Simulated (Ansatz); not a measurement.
## What Ta2NO2 monolayer distorts into

Which phase does Ta2NO2 monolayer fall into along its unstable mode, and how much energy does it gain?

Calculated with Ansatz 0.2.0; DFT PBEsol, scalar-relativistic, plane waves, PAW; PAW set soft_1.

Report form: the programs' logs are mostly left out.

## 1. Set-up

The cell holds 5 atoms: 1 N, 2 Ta and 2 O. Its edges and angles: a = 3.101 Å, b = 3.101 Å, c = 32.600 Å, α = 90.0°, β = 90.0°, γ = 120.0°. Vacuum lies along c.

As a file:

```cif
data_structure
_symmetry_space_group_name_H-M 'P 1'
_symmetry_Int_Tables_number 1
_cell_length_a 3.1012
_cell_length_b 3.1012
_cell_length_c 32.6000
_cell_angle_alpha 90.000
_cell_angle_beta 90.000
_cell_angle_gamma 120.000
_cell_volume 271.53
loop_
_atom_site_label
_atom_site_type_symbol
_atom_site_fract_x
_atom_site_fract_y
_atom_site_fract_z
_atom_site_occupancy
N1 N 0.00000 0.00000 0.30675 1
Ta2 Ta 0.33333 0.66667 0.34305 1
Ta3 Ta 0.66667 0.33333 0.27045 1
O4 O 0.66667 0.33333 0.37611 1
O5 O 0.33333 0.66667 0.23739 1
```

## 2. Phonons on a q mesh

The cell comes from relaxations at this level that are not shown. Stability and thermal properties need the whole zone. Linear response on a 4×4×1 q mesh gives force constants as far as a supercell of that size would.

input.yaml

```yaml
crystal:
  lattice:
    - [3.1012477371, 0.0, 0.0]
    - [-1.5506238685, 2.6857593238, 0.0]
    - [0.0, 0.0, 32.6]
  atoms:
    - { symbol: "N", position: [0.0, 0.0, 0.3067484663] }
    - { symbol: Ta, position: [0.3333333333, 0.6666666667, 0.3430484821] }
    - { symbol: Ta, position: [0.6666666667, 0.3333333333, 0.2704484504] }
    - { symbol: O, position: [0.6666666667, 0.3333333333, 0.3761112037] }
    - { symbol: O, position: [0.3333333333, 0.6666666667, 0.2373857288] }
  periodic: [true, true, false]
kpoints:
  mp_grid: { grid: [20, 20, 1] }
hamiltonian:
  xc: pbesol
  pseudopotentials: { kind: paw, azcp: { folder: soft_1 }, xc_functional: pbe }
scf:
  occupations: { method: methfessel_paxton, width: 0.2 }
output:
  eigenvalues: true
phonons:
  method: dfpt
  qmesh: [4, 4, 1]
  temperatures: { t_max: 1000, t_step: 50 }
  qpath:
    path:
      - [0.0, 0.0, 0.0]
      - [0.5, 0.0, 0.0]
      - [0.33333333, 0.33333333, 0.0]
      - [0.0, 0.0, 0.0]
    npoints: 10
```

Command:

```sh
$ ansatz run input.yaml --threads 4 --pin off --max-ram 16384MiB --backend cpu --events-out ev --progress --plain --runs-dir out
```

It took 31 min on 4 threads of Arm Neoverse V2, shared host; peak memory 5.6 GiB; 2.1 h of CPU time.

Numbers from this step:

- gap on the k-mesh: 0 eV
- sum-rule residual before enforcement: 3.11e-5 eV/Å²
- lowest frequency on the path: -160.6 cm⁻¹
- point group: -3m
- highest frequency on the path or at a solved wavevector: 650.2 cm⁻¹
- area per atom: 1.666 Å²
- highest optical mode at the zone centre (no LO-TO term): 639.5 cm⁻¹
- lowest optical zone-centre mode: 115.9 cm⁻¹
- lowest mode on the q mesh (acoustic modes at Γ apart): -156.5 cm⁻¹

Frequencies (cm⁻¹) solved at each irreducible wavevector; negative means imaginary. Frequencies by wavevector, by row:

| q in reciprocal lattice units | star | mode 1 | mode 2 | mode 3 | mode 4 | mode 13 | mode 14 | mode 15 |
| --- | --- | --- | --- | --- | --- | --- | --- | --- |
| 0 0 0 | 1 | 0 | 0 | 0 | 115.9 | 601.1 | 639.5 | 639.5 |
| 0 0.25 0 | 6 | 75.5 | 76.1 | 109.5 | 110.5 | 597.1 | 621.4 | 638.8 |
| 0 -0.5 0 | 3 | -83.6 | -66.1 | 11.8 | 45.5 | 580.8 | 610.2 | 613.4 |
| 0.25 0.25 0 | 6 | -156.5 | -17.4 | 56.7 | 97.1 | 573.4 | 612 | 633.8 |

Interpolated from a 4×4×1 q mesh. Phonon branches along the path, in cm⁻¹:

| point | branch 1 | branch 2 | branch 3 | branch 4 | branch 12 | branch 13 | branch 14 | branch 15 |
| --- | --- | --- | --- | --- | --- | --- | --- | --- |
| Γ | 0 | 0 | 0 | 116 | 565 | 601 | 640 | 640 |
| halfway | 76 | 76 | 110 | 110 | 525 | 597 | 621 | 639 |
| M | -84 | -66 | 12 | 46 | 492 | 581 | 610 | 613 |
| halfway | -86 | -62 | -11 | 59 | 486 | 577 | 613 | 616 |
| K | -54 | -54 | 59 | 83 | 481 | 591 | 591 | 618 |
| halfway | -71 | 82 | 110 | 113 | 518 | 596 | 607 | 650 |
| Γ | 0 | 0 | 0 | 116 | 565 | 601 | 640 | 640 |

Symmetry leaves 4 wavevectors to solve. The lowest mode among them, the acoustic zeros apart, lies at q = (0.25, 0.25, 0) and is imaginary, 156.5i cm⁻¹, so the energy falls along it. Between them the interpolated path dips to 161i cm⁻¹.

## 3. The mode frozen in, largest atomic shift 0 Å

The mode followed lies at q = (0, -0.5, 0) with frequency 83.6i cm⁻¹, one of the unstable modes though not the softest. At small amplitude the distorted cell has space group no. 10 by a symmetry search on the positions. The undistorted cell that holds it gives the zero of energy on the same k mesh.

System of this step: Ta2NO2 monolayer. The cell holds 10 atoms: 2 N, 4 Ta and 4 O. Its edges and angles: a = 3.101 Å, b = 5.372 Å, c = 32.600 Å, α = 90.0°, β = 90.0°, γ = 90.0°. It derives from Ta2NO2. Vacuum lies along c.

input.yaml

```yaml
crystal:
  lattice:
    - [3.1012477371, 0.0, 0.0]
    - [0.0, 5.3715186475, 0.0]
    - [0.0, 0.0, 32.6]
  atoms:
    - { symbol: "N", position: [0.5, 0.5, 0.3067484663] }
    - { symbol: "N", position: [0.0, 0.0, 0.3067484663] }
    - { symbol: Ta, position: [0.0, 0.3333333333, 0.3430484821] }
    - { symbol: Ta, position: [0.5, 0.8333333333, 0.3430484821] }
    - { symbol: Ta, position: [0.5, 0.1666666667, 0.2704484504] }
    - { symbol: Ta, position: [1.0, 0.6666666667, 0.2704484504] }
    - { symbol: O, position: [0.5, 0.1666666667, 0.3761112037] }
    - { symbol: O, position: [1.0, 0.6666666667, 0.3761112037] }
    - { symbol: O, position: [0.0, 0.3333333333, 0.2373857288] }
    - { symbol: O, position: [0.5, 0.8333333333, 0.2373857288] }
  periodic: [true, true, false]
kpoints:
  mp_grid: { grid: [12, 8, 1] }
hamiltonian:
  xc: pbesol
  pseudopotentials: { kind: paw, azcp: { folder: soft_1 }, xc_functional: pbe }
scf:
  occupations: { method: methfessel_paxton, width: 0.2 }
output:
  forces: true
  stress: true
  eigenvalues: true
```

Wall time 23 s (4 threads); peak memory 1.5 GiB; 92 s of CPU time.

Numbers from this step:

```
energy from the undistorted cell : 0 meV/atom
```

## 4. The mode frozen in, largest atomic shift 0.08 Å

The atoms are moved along the unstable eigenvector, the largest shift by 0.08 Å, with the cell fixed.

input.yaml, the sections that differ from step 3:

```yaml
crystal:
  lattice:
    - [3.1012477371, 0.0, 0.0]
    - [0.0, 5.3715186475, 0.0]
    - [0.0, 0.0, 32.6]
  atoms:
    - { symbol: "N", position: [0.5, 0.5, 0.3067484663] }
    - { symbol: "N", position: [0.0, 0.0, 0.3067484663] }
    - { symbol: Ta, position: [0.0, 0.3448620738, 0.3426396589] }
    - { symbol: Ta, position: [0.5, 0.8218045929, 0.3434573054] }
    - { symbol: Ta, position: [0.5, 0.1781954071, 0.2700396272] }
    - { symbol: Ta, position: [1.0, 0.6551379262, 0.2708572736] }
    - { symbol: O, position: [0.5, 0.1625121782, 0.3737546247] }
    - { symbol: O, position: [1.0, 0.6708211551, 0.3784677828] }
    - { symbol: O, position: [0.0, 0.3291788449, 0.2350291498] }
    - { symbol: O, position: [0.5, 0.8374878218, 0.2397423078] }
  periodic: [true, true, false]
# kpoints, hamiltonian, scf, output: as in step 3
```

It took 23 s on 4 threads; peak memory 1.5 GiB.

This step gave:

```
energy from the undistorted cell : -3.517 meV/atom
```

The energy, extrapolated to zero smearing, is -3.52 meV/atom against the undistorted cell.

## 5. Energy along the mode, all amplitudes (two of the runs are shown above)

An imaginary frequency means negative curvature, so the energy should fall and then rise again as anharmonic terms take over.

This step gave:

| Property | Result |
| --- | --- |
| depth at the lowest point sampled | 3.517 meV/atom |
| largest atomic shift at that point | 0.08 Å |

Energy from the parent against largest atomic shift:

| largest atomic shift (Å) | energy from the parent (meV/atom) |
| --- | --- |
| 0.0000 | 0 |
| 0.0400 | -0.652 |
| 0.0800 | -3.52 |
| 0.1400 | 13.4 |

Displacement at unit largest shift by atom:

| atom | x (Å) | y (Å) | z (Å) | size |
| --- | --- | --- | --- | --- |
| N1 | 0.000 | 0.000 | 0.000 | 0.000 |
| N2 | 0.000 | 0.000 | 0.000 | 0.000 |
| Ta3 | 0.000 | 0.774 | -0.167 | 0.792 |
| Ta4 | 0.000 | -0.774 | 0.167 | 0.792 |
| Ta5 | 0.000 | 0.774 | -0.167 | 0.792 |
| Ta6 | 0.000 | -0.774 | 0.167 | 0.792 |
| O7 | 0.000 | -0.279 | -0.960 | 1.000 |
| O8 | 0.000 | 0.279 | 0.960 | 1.000 |
| O9 | 0.000 | -0.279 | -0.960 | 1.000 |
| O10 | 0.000 | 0.279 | 0.960 | 1.000 |

The lowest of the steps tried is at 0.08 Å, 3.52 meV/atom below the parent; the bottom of the well need not coincide with a step.

## 6. Relaxing from the distorted cell

Starting from the lowest point found, all atoms and the cell are let go, so that strain and other modes of the same symmetry can join in.

input.yaml, as its differences from that of step 4:

```diff
@@ -28 +28,10 @@
   eigenvalues: true
+  write_density: true
+  write_potential: true
+  elf: true
+  volumetric_format: npy
+relax:
+  adjacent_minimum: "off"
+  f_tol: 0.002
+  max_steps: 120
+  cell: { stress_2d_tol: 0.005 }
```

Wall time 4.4 min (4 threads); peak memory 1.6 GiB; 17 min of CPU time.

Step by step:

| step | energy less that of the first step (eV) | largest force component (eV/Å) | volume (Å³) |
| --- | --- | --- | --- |
| 1 | 0.0000 | 0.4260 | 543.06 |
| 2 | -0.0065 | 0.1406 | 545.28 |
| 3 | -0.0078 | 0.0441 | 544.74 |
| 4 | -0.0082 | 0.0256 | 544.39 |
| 5 | -0.0082 | 0.0212 | 544.61 |
| 6 | -0.0083 | 0.0123 | 544.59 |
| 7 | -0.0083 | 0.0080 | 544.57 |
| 8 | -0.0083 | 0.0007 | 544.55 |
| 9* | -0.0090 | 0.0007 | 544.55 |
| 10 | -0.0090 | 0.0007 | 544.59 |
| 11* | -0.0091 | 0.0007 | 544.59 |

Relaxation steps marked * repeat the geometry before them on a plane-wave basis chosen anew for their cell, so energy and pressure can jump there.

Forces are held to the 4 operations that the run works with; a distortion that breaks them can't arise in this run.

| cell as run | before | after | change |
| --- | --- | --- | --- |
| a (Å) | 3.101 | 3.112 | +0.4 % |
| b (Å) | 5.372 | 5.368 | -0.1 % |

The atoms that moved most (Å, along periodic axes as changes of fractional coordinates times the final cell, across vacuum about the mean position):

| atom | dx | dy | dz | length |
| --- | --- | --- | --- | --- |
| Ta3 | 0.000 | 0.006 | 0.012 | 0.013 |
| Ta6 | 0.000 | -0.006 | -0.012 | 0.013 |
| O7 | 0.000 | 0.001 | -0.011 | 0.011 |
| O10 | 0.000 | -0.001 | 0.011 | 0.011 |
| O9 | 0.000 | 0.001 | 0.007 | 0.007 |
| O8 | 0.000 | -0.001 | -0.007 | 0.007 |

The relaxed structure:

```cif
data_structure
_symmetry_space_group_name_H-M 'P 1'
_symmetry_Int_Tables_number 1
_cell_length_a 3.1122
_cell_length_b 5.3676
_cell_length_c 32.6000
_cell_angle_alpha 90.000
_cell_angle_beta 90.000
_cell_angle_gamma 90.000
_cell_volume 544.59
loop_
_atom_site_label
_atom_site_type_symbol
_atom_site_fract_x
_atom_site_fract_y
_atom_site_fract_z
_atom_site_occupancy
N1 N 0.50000 0.50000 0.30675 1
N2 N 0.00000 0.00000 0.30675 1
Ta3 Ta 0.00000 0.34589 0.34300 1
Ta4 Ta 0.50000 0.82141 0.34335 1
Ta5 Ta 0.50000 0.17859 0.27015 1
Ta6 Ta 0.00000 0.65411 0.27050 1
O7 O 0.50000 0.16268 0.37342 1
O8 O 0.00000 0.67063 0.37826 1
O9 O 0.00000 0.32937 0.23524 1
O10 O 0.50000 0.83732 0.24008 1
```

This step gave:

* area per atom: 1.671 Å²

Valence density in the bc plane at fractional x = 0.500, with atoms of N and Ta and O within 0.2 Å of it. It is the smooth field of the valence electrons, not physical close to the nuclei.

Values in e/Å³, 24 rows by 15 columns, each cell a mean:
```
0.0 0.0 0.0 0.0 0.0 0.0 0.0 0.0 0.0 0.0 0.0 0.0 0.0 0.0 0.0
0.0 0.0 0.0 0.0 0.0 0.0 0.0 0.0 0.0 0.0 0.0 0.0 0.0 0.0 0.0
0.0 0.0 0.0 0.0 0.0 0.0 0.0 0.0 0.0 0.0 0.0 0.0 0.0 0.0 0.0
0.0 0.0 0.0 0.0 0.0 0.0 0.0 0.0 0.0 0.0 0.0 0.0 0.0 0.0 0.0
0.0 0.0 0.0 0.0 0.0 0.0 0.0 0.0 0.0 0.0 0.0 0.0 0.0 0.0 0.0
0.0 0.0 0.0 0.0 0.0 0.0 0.0 0.0 0.0 0.0 0.0 0.0 0.0 0.0 0.0
0.0 0.0 0.0 0.0 0.0 0.0 0.0 0.0 0.0 0.0 0.0 0.0 0.0 0.0 0.0
0.0 0.0 0.0 0.0 0.0 0.0 0.0 0.0 0.0 0.0 0.0 0.0 0.0 0.0 0.0
0.0 0.0 0.0 0.0 0.0 0.0 0.0 0.0 0.0 0.0 0.0 0.0 0.0 0.0 0.0
0.0 0.0 0.0 0.0 0.0 0.0 0.0 0.0 0.0 0.0 0.0 0.0 0.0 0.0 0.0
0.0 0.0 0.0 0.0 0.0 0.0 0.0 0.0 0.0 0.0 0.0 0.0 0.0 0.0 0.0
0.0 0.0 0.0 0.0 0.0 0.0 0.0 0.0 0.0 0.0 0.0 0.0 0.0 0.0 0.0
0.0 0.0 0.0 0.0 0.0 0.0 0.0 0.0 0.0 0.0 0.0 0.0 0.0 0.0 0.0
0.0 0.0 0.0 0.0 0.0 0.0 0.0 0.0 0.0 0.0 0.0 0.0 0.0 0.0 0.0
0.4 1.5 2.9 2.2 0.7 0.2 0.1 0.0 0.0 0.0 0.1 0.1 0.1 0.1 0.1
0.7 1.4 2.3 1.9 0.7 0.3 0.3 0.3 0.3 0.4 1.4 3.3 3.6 3.5 1.8
0.3 0.4 0.6 0.7 0.5 0.7 1.8 2.7 2.5 1.2 0.6 0.9 1.2 1.0 0.5
0.9 3.0 4.0 4.0 2.8 0.7 0.4 0.4 0.4 0.3 0.4 0.8 1.4 1.3 0.7
0.3 0.2 0.3 0.3 0.2 0.1 0.1 0.0 0.0 0.1 0.4 1.7 3.6 3.2 1.1
0.0 0.0 0.0 0.0 0.0 0.0 0.0 0.0 0.0 0.0 0.0 0.0 0.0 0.0 0.0
0.0 0.0 0.0 0.0 0.0 0.0 0.0 0.0 0.0 0.0 0.0 0.0 0.0 0.0 0.0
0.0 0.0 0.0 0.0 0.0 0.0 0.0 0.0 0.0 0.0 0.0 0.0 0.0 0.0 0.0
0.0 0.0 0.0 0.0 0.0 0.0 0.0 0.0 0.0 0.0 0.0 0.0 0.0 0.0 0.0
0.0 0.0 0.0 0.0 0.0 0.0 0.0 0.0 0.0 0.0 0.0 0.0 0.0 0.0 0.0
```
Columns run along b (5.4 Å), rows up along c (32.6 Å). Atoms in or near the plane, at fractional coordinates: N at (0.50, 0.31), Ta at (0.82, 0.34), Ta at (0.18, 0.27), O at (0.16, 0.37), O at (0.84, 0.24).

Electrostatic potential energy in the bc plane at fractional x = 0.500, with atoms of N and Ta and O within 0.2 Å of it. With pseudopotentials it is smooth inside the atoms' cores, unlike the true potential.

Values in eV, 24 rows by 15 columns, each cell a mean:
```
  0   0   0   0   0   0   0   0   0   0   0   0   0   0   0
  0   0   0   0   0   0   0   0   0   0   0   0   0   0   0
  0   0   0   0   0   0   0   0   0   0   0   0   0   0   0
  0   0   0   0   0   0   0   0   0   0   0   0   0   0   0
  0   0   0   0   0   0   0   0   0   0   0   0   0   0   0
  0   0   0   0   0   0   0   0   0   0   0   0   0   0   0
  0   0   0   0   0   0   0   0   0   0   0   0   0   0   0
  0   0   0   0   0   0   0   0   0   0   0   0   0   0   0
  0   0   0   0   0   0   0   0   0   0   0   0   0   0   0
  0   0   0   0   0   0   0   0   0   0   0   0   0   0   0
  0   0   0   0   0   0   0   0   0   0   0   0   0   0   0
  0   0   0   0   0   0   0   0   0   0   0   0   0   0   0
  0   0   0   0   0   0   0   0   0   0   0   0   0   0   0
  0   0   0   0   0   0   0   0   0   0   0   0   0   0   0
 -5 -16 -21 -20  -9  -2  -2  -2  -2  -2  -4  -6  -7  -6  -4
-17 -19 -22 -20 -12  -7  -7  -7  -8 -13 -31 -40 -41 -40 -34
-11 -13 -16 -16 -13 -13 -30 -38 -37 -22 -14 -19 -21 -20 -15
-25 -40 -42 -42 -40 -23 -11  -9  -9  -8  -8 -13 -17 -17 -14
 -5  -8 -10 -10  -7  -4  -3  -2  -2  -2  -4 -19 -27 -26 -14
  0   0   0   0   0   0   0   0   0   0   0   0   0   0   0
  0   0   0   0   0   0   0   0   0   0   0   0   0   0   0
  0   0   0   0   0   0   0   0   0   0   0   0   0   0   0
  0   0   0   0   0   0   0   0   0   0   0   0   0   0   0
  0   0   0   0   0   0   0   0   0   0   0   0   0   0   0
```
Columns run along b (5.4 Å; values clipped at the 3rd and 97th percentile), rows up along c (32.6 Å). Atoms in or near the plane, at fractional coordinates: N at (0.50, 0.31), Ta at (0.82, 0.34), Ta at (0.18, 0.27), O at (0.16, 0.37), O at (0.84, 0.24).

ELF in the bc plane at fractional x = 0.500, with atoms of N and Ta and O within 0.2 Å of it. It is the smooth field of the valence electrons, not physical close to the nuclei.

Ten even steps from '_' (0.00) to '@' (0.75), each cell a mean:
```
______________________________
______________________________
______________________________
______________________________
______________________________
______________________________
______________________________
______________________________
______________________________
______________________________
______________________________
______________________________
______________________________
__......______________________
##@@@@@@%%==..__________..__::
==********----====::**%%**##**
----------##@@**##@@++======--
==%%**##%%----++++====++****==
++........________::##@@@@@@@@
______________________..::::..
______________________________
______________________________
______________________________
______________________________
```
Columns run along b (5.4 Å), rows up along c (32.6 Å). Atoms in or near the plane, at fractional coordinates: N at (0.50, 0.31), Ta at (0.82, 0.34), Ta at (0.18, 0.27), O at (0.16, 0.37), O at (0.84, 0.24).

The distorted start has space group P2/m; the relaxation ends in P2/m.

## 7. What came out

* unstable mode of the parent: q = (0, -0.5, 0), 84i cm⁻¹
* depth at the lowest point sampled: 3.52 meV/atom
* largest atomic shift at that point: 0.08 Å
* space group reached (within 0.01 Å): P2/m
* energy gained over the parent (first relaxation, on the mesh of the frozen mode): 4.39 meV/atom
* area per atom, phase reached: 1.67 Å²

In words: Along this mode the structure falls into P2/m, 4.39 meV/atom below the parent. At the parent's cell the well is 3.517 meV/atom deep on the steps tried, with its lowest point at a shift of 0.08 Å. Relaxing atoms and cell changes the gain by +0.87 meV/atom against the lowest step (energies at zero smearing). The modes of the phase reached were not computed on this path. Of the 2 patterns followed to their end from this parent, this one ends 7.43 meV/atom above the lowest, P2_1/m. Each path keeps the symmetry of its pattern, so a lower phase may lie along a pattern not tried. With no gap, or one that is small against the smearing, the frequencies hang on the k mesh and the smearing, most of all near Kohn anomalies. The phonon runs are without spin polarisation, although the cell has an odd electron count. In a sheet or slab the interpolated bending branch near Γ is rough, since the rotational sum rule isn't imposed. Spin-orbit coupling is left out, which can matter for the heavy elements here. The PAW files were made for PBE and serve the other functionals too. A phonon run warned that its eigensolver left some bands unconverged in a pass. The starting cell was built on a prototype and not taken from a measurement.

[Logs are printed without paths, hosts, clocks, repeated set-up lines and the standing remarks that a program may print on its own settings, such as how far it seeks lower states.]

[Hosts, paths, dates, database ids (printed as entryN), source tags and the programs' standing remarks are cut or masked in the printed files.]
